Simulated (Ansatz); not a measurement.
In doubt: masses and optical values from hybrid runs of this build are listed as unsure, which bears on the screening that GW takes from such a start.

Rows from a G0W0 calculation on SnO2 (Cassiterite) (Ansatz 0.2.0; G0W0 on PBE0, plane waves, PAW; 4×4×6 mesh, 425 empty bands, screening to 190 eV, hard PAW files), in eV. Spin-orbit coupling is left out.

| row | k | band | start | Σx | Σc at the solution | Vxc |
| --- | --- | --- | --- | --- | --- | --- |
| A | Γ | v1 | 9.392 | -27.190 | 4.279 | -22.895 |
| B | Γ | c1 | 13.163 | -13.647 | -3.523 | -17.447 |
| C | Γ | c2 | 18.364 | -11.255 | -4.375 | -15.925 |
| D | Γ | v2 | 8.685 | -26.558 | 3.999 | -22.538 |

Question: Give the quasiparticle energies and the shift of each level.

The quasiparticle equation reads E = start + Σx + Σc(E) − Vxc.

| row | E (eV) | shift (eV) |
| --- | --- | --- |
| A | 9.376 | −0.016 |
| B | 13.440 | +0.276 |
| C | 18.660 | +0.296 |
| D | 8.664 | −0.021 |

The gap over the computed points goes from 3.77 eV to 4.06 eV.

Limits: not at the basis limit; no spin-orbit coupling.

[Runs of the session that timed out or met a known fault of the program may be left out.]

[Cells called generated may have been cut or substituted from an entry of the Crystallography Open Database or the Materials Project.]

[Hosts, paths, dates, database ids (printed as entryN), source tags and the programs' standing remarks are cut or masked in the printed files.]
